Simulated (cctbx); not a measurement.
# What is wrong with this refinement?

Cell a = 5.6850 Å, b = 5.6850 Å, c = 8.0940 Å, α = 90.00°, β = 90.00°, γ = 90.00°; space group I4/m (no. 87).

The data are simulated with cctbx, not measured: Cu Kα, λ = 1.54184 Å, to d = 0.8 Å, 70 % of the full sphere, strongest reflection 20000 counts, noise from counting, a 6 % proportional error and a noise floor of 4 counts (s.d.); no absorption, and some extinction, which the refinements don't model.

An anisotropic refinement with weights 1/σ² prints:

```text
Rint 0.045, 147 unique reflections to 0.80 A
cycle     R1     wR2    GooF  max shift (A)
   1  0.0297  0.0803   2.550   0.00793
   2  0.0184  0.0489   1.551   0.00000
final R1 0.0184 wR2 0.0489 GooF 1.551  parameters 15  data/parameter 9.8
atom        x        y        z      Ueq    occ   su(xyz)  su(Uiso or U11)
Te1    0.00000  0.00000  0.00000   0.0030  1.000  0.00000  0.0003
V1     0.50000  0.50000  0.00000   0.0023  1.000  0.00000  0.0005
Ca1    0.00000  0.50000  0.25000   0.0065  1.000  0.00000  0.0006
O1     0.50000  0.50000  0.26658   0.0117  1.000  0.00058  0.0017
O2     0.80636  0.28864  0.00000   0.0104  1.000  0.00060  0.0015
difference map: max 1.25 min -0.47 rms 0.17
Q1    0.0000  0.0000  0.5000    2    1.26  0.00 A from V1
Q2    0.0000  0.5000  0.1171    8    0.55  1.08 A from Ca1
Q3    0.0000  0.0000  0.0000    2    0.45  0.00 A from Te1
Q4    0.1288  0.3650  0.0867   16    0.43  1.51 A from O2
Q5    0.1280  0.3729  0.4230   16    0.40  0.87 A from O2
Q6    0.0122  0.6610  0.3204   16    0.36  1.08 A from Ca1
```

**Question.** Can this result stand? If not, what is the likely fault?

Mend it. The fault: wrong element: V1 is Mn. Against the right model at the same level, R1 goes from 0.0144 to 0.0184 and GooF from 1.03 to 1.55, U of V1 shrinks from 0.0065 to 0.0023 Å² and the top difference peak, 1.3 e/Å³, lies on V1. V1 has 2 electrons too few and its U shrinks to make up, as expected (near an absorption edge f′ can widen the mismatch well beyond the difference in Z).

The compound is Ca2MnTeO6. The right model at the same level gives:

```text
Rint 0.045, 147 unique reflections to 0.80 A
cycle     R1     wR2    GooF  max shift (A)
   1  0.0156  0.0381   1.211   0.00179
   2  0.0144  0.0325   1.032   0.00000
final R1 0.0144 wR2 0.0325 GooF 1.032  parameters 15  data/parameter 9.8
atom        x        y        z      Ueq    occ   su(xyz)  su(Uiso or U11)
Te1    0.00000  0.00000  0.00000   0.0038  1.000  0.00000  0.0002
Mn1    0.50000  0.50000  0.00000   0.0065  1.000  0.00000  0.0004
Ca1    0.00000  0.50000  0.25000   0.0072  1.000  0.00000  0.0004
O1     0.50000  0.50000  0.26577   0.0112  1.000  0.00038  0.0011
O2     0.80501  0.28802  0.00000   0.0115  1.000  0.00041  0.0010
difference map: max 0.49 min -0.74 rms 0.15
Q1    0.0000  0.5000  0.1124    8    0.50  1.11 A from Ca1
Q2    0.1343  0.3576  0.0842   16    0.40  1.44 A from O2
Q3    0.1428  0.3569  0.4232   16    0.38  0.79 A from O2
Q4    0.0404  0.2935  0.2252   16    0.30  1.21 A from Ca1
Q5    0.1295  0.7469  0.1823   16    0.29  1.54 A from O2
Q6    0.1032  0.7971  0.3409   16    0.28  1.56 A from O1
```

Isotropic U is held between 0.0001 and 1 Å² by the program, and listed peak heights are interpolated, so they can pass the grid's maximum.

The model is made up (kin elements in a known structure type, no relaxation), so it says nothing on whether the phase exists.

[Middle refinement cycles are left out of these outputs.]

[Logs are printed without paths, hosts, clocks, repeated set-up lines and the standing remarks that a program may print on its own settings, such as how far it seeks lower states.]
